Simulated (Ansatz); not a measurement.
# La2PbS4 (I-42d):S_i (8-fold void), thermodynamic levels from a 56-atom cell

Charge states of S_i (8-fold void) in La2PbS4 (I-42d), set against the band edges. Model: a cell of 56 host atoms with 1 S put in.

Program: Ansatz 0.2.0. Level of theory: place-levels on PBEsol runs: charge-transition levels and formation energies with image-charge correction and potential alignment at the atomic sites. Results are calculated unless marked as measured.

## Step 1: Starting point

The cell holds 57 atoms: 16 La, 8 Pb and 33 S. Cell: a = 12.256 Å, b = 12.256 Å, c = 12.285 Å, α = 59.9°, β = 59.9°, γ = 60.2°. It derives from La2PbS4 (space group I-42d). Nearest the centre at fractional (0.502, 0.373, 0.877): S57 at 0.00 Å, S26 at 2.42 Å, S31 at 2.42 Å, S46 at 2.43 Å, S50 at 2.43 Å, La3 at 2.63 Å, La6 at 2.63 Å, Pb19 at 2.64 Å.

The host's dielectric constants go in as inputs: (9.97, 9.97, 9.65) for the electrons alone, (38.65, 38.65, 35.03) with the ions, from a response run on this crystal (DFPT, PBEsol) at that run's own cell.

The cell's shortest repeat is 12.3 Å.

## Step 2: The runs of each charge state

Levels follow from differences of total energies between charge states, each relaxed by itself.

Random displacements of about 0.05 Å break the site symmetry at the start, so that the relaxation can reach a distorted minimum if there is one. Forces are taken at one point at (¼, ¼, ¼). The cell holds 2 electrons more than the neutral one, with a uniform background that keeps it neutral on the whole.

The sampling was tested on the host first: at the k-points planned (1x1x1 shifted 0.25 0.25 0.25) its energy lies -0.003 eV an atom from the dense-mesh value, under the bound of 0.02 eV set for this test; that bounds the host's error, not the defect's.

One state's input; the others differ in charge, spin, start and seed, and in occupations where the table says so.

The input, qm2.relax/input.yaml:

```yaml
crystal:
  lattice:
    - [0.0, 8.68700355, 8.64614056]
    - [8.68700355, 0.0, 8.64614056]
    - [8.68700355, 8.68700355, 0.0]
  atoms:
    - { symbol: La, position: [0.1200609, 0.0049391, 0.1299391] }
    - { symbol: La, position: [0.3700609, 0.2549391, 0.3799391] }
    - { symbol: La, position: [0.6200609, 0.5049391, 0.6299391] }
[... 2 atom lines left out ...]
    - { symbol: La, position: [0.2549391, 0.3700609, 0.9950609] }
[... 2 atom lines left out ...]
    - { symbol: La, position: [0.2450609, 0.6299391, 0.6200609] }
[... 1 atom line left out ...]
    - { symbol: La, position: [0.7450609, 0.1299391, 0.1200609] }
[... 1 atom line left out ...]
    - { symbol: La, position: [0.1299391, 0.7450609, 0.0049391] }
    - { symbol: La, position: [0.3799391, 0.9950609, 0.2549391] }
    - { symbol: La, position: [0.6299391, 0.2450609, 0.5049391] }
    - { symbol: La, position: [0.8799391, 0.4950609, 0.7549391] }
[... 2 atom lines left out ...]
    - { symbol: Pb, position: [0.625, 0.125, 0.875] }
[... 3 atom lines left out ...]
    - { symbol: Pb, position: [0.5, 0.5, 0.0] }
[... 2 atom lines left out ...]
    - { symbol: S, position: [0.47082915, 0.22337449, 0.10559432] }
[... 4 atom lines left out ...]
    - { symbol: S, position: [0.73059432, 0.32520204, 0.84582915] }
[... 4 atom lines left out ...]
    - { symbol: S, position: [0.82520204, 0.23059432, 0.59837449] }
[... 1 atom line left out ...]
    - { symbol: S, position: [0.34837449, 0.09582915, 0.98059432] }
[... 4 atom lines left out ...]
    - { symbol: S, position: [0.60559432, 0.70020204, 0.72337449] }
    - { symbol: S, position: [0.85559432, 0.95020204, 0.97337449] }
[... 1 atom line left out ...]
    - { symbol: S, position: [0.34582915, 0.59837449, 0.82520204] }
[... 3 atom lines left out ...]
    - { symbol: S, position: [0.45020204, 0.35559432, 0.72082915] }
[... 2 atom lines left out ...]
    - { symbol: S, position: [0.22337449, 0.47082915, 0.20020204] }
[... 3 atom lines left out ...]
    - { symbol: S, position: [0.502062, 0.372938, 0.877062] }
  host:
    repeats: [1, 1, 1]
    atoms:
      - { symbol: La, position: [0.1200609, 0.0049391, 0.1299391] }
      - { symbol: La, position: [0.3700609, 0.2549391, 0.3799391] }
      # ... 54 more atoms of the perfect host
total_charge: -2
basis:
  ecutwfc: 420
  xc_grid: 2
hamiltonian:
  xc: pbesol
kpoints:
  mp_grid: { grid: [1, 1, 1], shift: [0.25, 0.25, 0.25] }
scf:
  occupations: { method: fixed }
  max_iter: 80
output:
  forces: true
  charged_corrections:
    epsilon: [9.97, 9.97, 9.65]
    static_epsilon: [38.65, 38.65, 35.03]
    defect_position: [0.502062, 0.372938, 0.877062]
relax:
  f_tol: 0.02
  max_steps: 80
  random_displacement: { amplitude: 0.05, seed: 9482 }
checkpoint:
  write: "../qm2.relax.run"
  compress: false
  write_wavefunctions: true
  write_every: 100000
```

Command:

```console
$ ansatz run input.yaml --threads 4 --pin off --max-ram 14131MiB --backend cpu --events-out ev --progress --plain --runs-dir out
```

Defect states can disperse in a cell of this size, so the energy is taken again at a 2×2×2 shifted mesh, on the relaxed structure.

The run of this state that the levels use, under PBEsol:

The input, qm2.point/input.yaml:

```yaml
crystal:
  checkpoint: "../qm2.relax.run"
  host: checkpoint
total_charge: -2
basis:
  ecutwfc: 420
  xc_grid: 2
hamiltonian:
  xc: pbesol
kpoints:
  mp_grid: { grid: [2, 2, 2], shift: [0.5, 0.5, 0.5] }
scf:
  occupations: { method: fermi_dirac, width: 0.01 }
  max_iter: 80
output:
  forces: true
  eigenvalues: true
  charged_corrections:
    epsilon: [9.97, 9.97, 9.65]
    static_epsilon: [38.65, 38.65, 35.03]
    defect_position: [0.502062, 0.372938, 0.877062]
  eigenstates: { localisation: true }
  populations: true
  band_densities: [{ bands: [v1, v1] }, { bands: [c1, c1] }]
  write_density: true
  write_potential: true
  volumetric_format: npy
checkpoint:
  read: "../qm2.relax.run"
  write: "../qm2.point.run"
  compress: false
  write_wavefunctions: false
  write_every: 100000
```

Relaxations under PBEsol at one point at (¼, ¼, ¼); times on 4 threads of Arm Neoverse V2, shared host:

| charge | moment (μB) | occupations | outcome | steps | largest displacement against the far atoms (Å) | time |
| --- | --- | --- | --- | --- | --- | --- |
| −2 | 0 | fixed | converged | 18 | 0.66 | 4.8 min |
| −1 | 1 | fixed | converged | 13 | 0.48 | 7 min |
| 0 | 0 | fixed | converged | 13 | 0.99 | 3.2 min |
| +1 | 1 | fixed | converged | 12 | 0.94 | 6.7 min |

Single points under PBEsol at a 2×2×2 shifted mesh; times on 4 threads of Arm Neoverse V2, shared host:

```csv
charge,moment (μB),occupations,outcome,time
−2,0,fermi-dirac,converged,2.3 min
−1,1,fermi-dirac,converged,5.1 min
0,0,fermi-dirac,converged,2.3 min
+1,1,fermi-dirac,converged,4.9 min
```

Distances (Å) from S57 to the nearest atoms after relaxation with PBEsol:

```csv
charge,moment (μB),1.,2.,3.,4.,5.,6.
−2,0,S 2.66,S 2.66,Pb 2.68,Pb 2.71,La 2.81,La 2.81
−1,1,S 2.40,Pb 2.65,La 2.69,La 2.69,S 2.83,S 2.88
0,0,S 2.08,Pb 2.64,La 2.73,La 2.73,S 2.96,S 3.00
+1,1,S 2.07,Pb 2.67,La 2.75,La 2.76,S 2.78,S 2.96
```

## Step 3: place-levels, PBEsol

A charged cell interacts with its images and the background, and its potential has another zero than the host's. place-levels removes the first by a point-charge model, screened by the static dielectric constant since the ions have relaxed around the charge, and the second by comparing potentials at atoms far from the defect.

The host is a run of the defect-free crystal in the same cutoffs, grids and k-points, so that basis and sampling errors cancel in part in the differences. Its band edges come from a run of the primitive cell that searches the zone for them. Chemical potentials are energies per atom of S (S12 rings, Pnnm, not the stable S8 form), run with the same functional and cutoff.

The input, levels.point.yaml:

```yaml
host:
  run: host.point.run
  levels_from: { run: edges.point.run }
states: [qm2.point.run, qm1_M1.point.run, q0.point.run, qp1_M1.point.run]
geometry_from:
  qm2.point.run: qm2.relax.run
  qm1_M1.point.run: qm1_M1.relax.run
  q0.point.run: q0.relax.run
  qp1_M1.point.run: qp1_M1.relax.run
  host.point.run: host.relax.run
chemical_potentials:
  S:
    energy: -884.879081
    dataset: "<sha256 of the dataset>"
epsilon: [9.97, 9.97, 9.65]
static_epsilon: [38.65, 38.65, 35.03]
vertical:
  - { from: qm2.point.run, to: qm2.point_neutral.run }
  - { from: qm1_M1.point.run, to: qm1_M1.point_neutral.run }
  - { from: qp1_M1.point.run, to: qp1_M1.point_neutral.run }
```

Command:

```console
$ ansatz place-levels levels.point.yaml -- --threads 4 --pin off --max-ram 14131MiB
```

Numbers of over 12 decimals in the logs are rounded to 6 here.

The log of the run:

```text
[... repeated set-up lines and file paths are left out, and long positions are rounded to six places ...]
(+1/0) 0.380 eV above the valence edge, 1.716 eV under the conduction edge
(0/-1) 2.258 eV above the valence edge, in the conduction band; not on the lower envelope
(-1/-2) 1.425 eV above the valence edge, 0.671 eV under the conduction edge; not on the lower envelope
(0/-2) 1.842 eV above the valence edge, 0.254 eV under the conduction edge: charges between them are lowest nowhere
formation energy of charge +1: +0.968 eV with the Fermi level at the valence edge
formation energy of charge 0: +1.348 eV with the Fermi level at the valence edge
formation energy of charge -1: +3.606 eV with the Fermi level at the valence edge
formation energy of charge -2: +5.031 eV with the Fermi level at the valence edge
vertical -2 to 0: no energy, since no alignment is typed
  the change from vertical[0].from (qm2.point.run) to vertical[0].to (qm2.point_neutral.run): by its potential at epsilon [9.97, 9.97, 9.65] it stands at 0.522 0.305 0.899, with an rms radius of about 4.3 Å (2.7 2.1 2.7 Å across the planes of the cell's [...]
vertical -1 to 0: no energy, since no alignment is typed
  the change from vertical[1].from (qm1_M1.point.run) to vertical[1].to (qm1_M1.point_neutral.run): by its spins about the atoms it stands at 0.407 0.491 0.849, with an rms radius of about 3.5 Å (2.2 2.3 1.5 Å across the planes of the cell's vectors); [...]
vertical +1 to 0: no energy, since no alignment is typed
  the change from vertical[2].from (qp1_M1.point.run) to vertical[2].to (qp1_M1.point_neutral.run): by its potential at epsilon [9.97, 9.97, 9.65] it stands at 0.453 0.759 0.826, with an rms radius of about 4.6 Å (2.5 3.4 1.6 Å across the planes of the cell's [...]
  edges by pbesol of host.levels_from (edges.point.run), its mesh sampled to repeats of 37.56 Å (the valence edge +0.047 eV and the conduction edge -0.079 eV from those of the host's own run), gap 2.096 eV; the host is sampled to repeats of 24.51 Å
  the defect's cells are sampled to repeats of 24.51 Å, like sampling
  charge +1: -221927.8950 eV with its correction of +0.209 eV, at epsilon [38.65, 38.65, 35.03], aligned at sites: +0.1577 eV, mean over 18 atomic sites at or beyond 6.13 Å from the defect at [0.5021, 0.3729, 0.8771], with +0.000000 for the charge's moments [...]
  charge 0: +0.000 eV for its dipole among its images, +0.000 omitted
  charge -1: -221906.7681 eV with its correction of -0.127 eV, at epsilon [38.65, 38.65, 35.03], aligned at sites: +0.1778 eV, mean over 18 atomic sites at or beyond 6.13 Å from the defect at [0.5021, 0.3729, 0.8771], with +0.000000 for the charge's moments [...]
  charge -2: -221896.0987 eV with its correction of -0.172 eV, at epsilon [38.65, 38.65, 35.03], aligned at sites: +0.1875 eV, mean over 18 atomic sites at or beyond 6.13 Å from the defect at [0.5021, 0.3729, 0.8771], with +0.000000 for the charge's moments [...]
  of states[3] (qp1_M1.point.run): it parts from the run at its places by a charge that spreads by about 3.4 Å along one vector (1.7 Å or more is wide), by its potential at epsilon [9.97, 9.97, 9.65], taken for that of held ions (one typed too small widens [...]
  of states[2] (q0.point.run): its displacements don't fall off away from the defect: farther atoms stand 0.047 Å off the host's places. [...]
  of states[1] (qm1_M1.point.run): it parts from the run at its places by a charge that spreads by about 2.3 Å along one vector (1.7 Å or more is wide), by the spins about the atoms, where the cell does not tell a trapped carrier from a band state. [...]
  of states[0] (qm2.point.run): it parts from the run at its places by a charge that spreads by about 2.7 Å along one vector (1.7 Å or more is wide), by its potential at epsilon [9.97, 9.97, 9.65], taken for that of held ions (one typed too small widens it), [...]
  of vertical[0].from (qm2.point.run): its displacements don't fall off away from the defect: farther atoms stand 0.058 Å off the host's places. [...]
  vertical[0].to (qm2.point_neutral.run): levels filled in part (TS 0.007 eV): its energy is of no whole electron's
  of vertical[0].to (qm2.point_neutral.run): its displacements don't fall off away from the defect: farther atoms stand 0.058 Å off the host's places. [...]
  of vertical[1].from (qm1_M1.point.run): its displacements don't fall off away from the defect: farther atoms stand 0.041 Å off the host's places. [...]
  of vertical[1].to (qm1_M1.point_neutral.run): its displacements don't fall off away from the defect: farther atoms stand 0.041 Å off the host's places. [...]
  of vertical[2].from (qp1_M1.point.run): its displacements don't fall off away from the defect: farther atoms stand 0.038 Å off the host's places. [...]
  of vertical[2].to (qp1_M1.point_neutral.run): its displacements don't fall off away from the defect: farther atoms stand 0.038 Å off the host's places. [...]
```

Elapsed: 0.47 s, on 4 threads of Arm Neoverse V2, shared host.

Under PBEsol the gap is 2.10 eV, (+1/0) 0.38, (0/−1) 2.26 (outside the gap), (−1/−2) 1.42 eV; the steps are inverted, so the lowest state changes at (0/−2) 1.84 eV.

Levels between the charges placed, in eV above the valence top:

```csv
,gap (eV),(+1/0),(0/−1),(−1/−2)
PBEsol,2.10,0.38,2.26,1.42
```

Corrections by state:

```csv
charge,moment (μB),image terms and alignment (eV),band filling (eV),ε used,"over the lowest of its charge, as the program ranks them, band filling apart (eV)"
+1,1.0,0.209,-,"principal values (35.03, 38.65, 38.65)",0.000
0,0.0,0.000,-,-,0.000
−1,1.0,-0.127,-,"principal values (35.03, 38.65, 38.65)",0.000
−2,0.0,-0.172,-,"principal values (35.03, 38.65, 38.65)",0.000
```

The charged structures listed were also run neutral, and place-levels reads from each pair, by the potential or the spins, how wide the charge is by which they differ; that can be the carrier of either run.

```csv
charge,rms radius (Å),spread where it is widest against the cell (Å),wide from (Å),reading
+1,4.6,3.45,1.73,wide
−1,3.5,2.26,1.73,wide
−2,4.3,2.71,1.73,wide
```

The neutral runs of these pairs need not share the spin of the lowest neutral state, and very wide values only mean spread over the cell.

From the program's caveats on the states, each cut to its opening words:

- charge +1 (1 μB): it parts from the run at its places by a charge that spreads by about 3.4 Å along one vector (1.7 Å or more is wide), by its potential at epsilon [9.97, 9.97, [...]
- charge +1 (1 μB): its displacements don't fall off away from the defect: farther atoms stand 0.038 Å off the host's places
- charge 0: its displacements don't fall off away from the defect: farther atoms stand 0.047 Å off the host's places
- charge −1 (1 μB): it parts from the run at its places by a charge that spreads by about 2.3 Å along one vector (1.7 Å or more is wide), by the spins about the atoms, where the [...]
- charge −1 (1 μB): its displacements don't fall off away from the defect: farther atoms stand 0.041 Å off the host's places
- charge −2: it parts from the run at its places by a charge that spreads by about 2.7 Å along one vector (1.7 Å or more is wide), by its potential at epsilon [9.97, 9.97, [...]
- charge −2: its alignment with the host at atomic sites is doubtful: the mean over the far sites moves by -0.0525 eV from their farther parts to their nearer, more than [...]
- charge −2: its displacements don't fall off away from the defect: farther atoms stand 0.058 Å off the host's places

Chemical potentials of the elements' reference phases, run alike. Formation energy by charge state (elemental references; gap 2.10 eV):

```csv
charge,at valence top (eV),at conduction bottom (eV),correction included (eV)
+1,0.97,3.06,0.21
0,1.35,1.35,0.00
−1,3.61,1.51,-0.13
−2,5.03,0.84,-0.17
```

```csv
Fermi level (eV),lowest formation energy (eV)
0.00,0.97
0.19,1.16
0.38,1.35
0.57,1.35
0.76,1.35
0.95,1.35
1.14,1.35
1.33,1.35
1.52,1.35
1.71,1.35
1.91,1.22
2.10,0.84
```

(Part 1 of 2 ends here.)

[Logs are printed without paths, hosts, clocks, repeated set-up lines and the standing remarks that a program may print on its own settings, such as how far it seeks lower states.]

[Hosts, paths, dates, database ids (printed as entryN), source tags and the programs' standing remarks are cut or masked in the printed files.]

[Where a table of states has a column of steps, it counts the stored structures, which are thinned; the runs took as many ionic steps or more.]

[A defect's name tells the site on which it was built; relaxed atoms can leave that site.]

[For some hosts the program warned that the k-mesh of the response run may be too coarse for force constants and the static dielectric constant; such warnings are not shown here.]
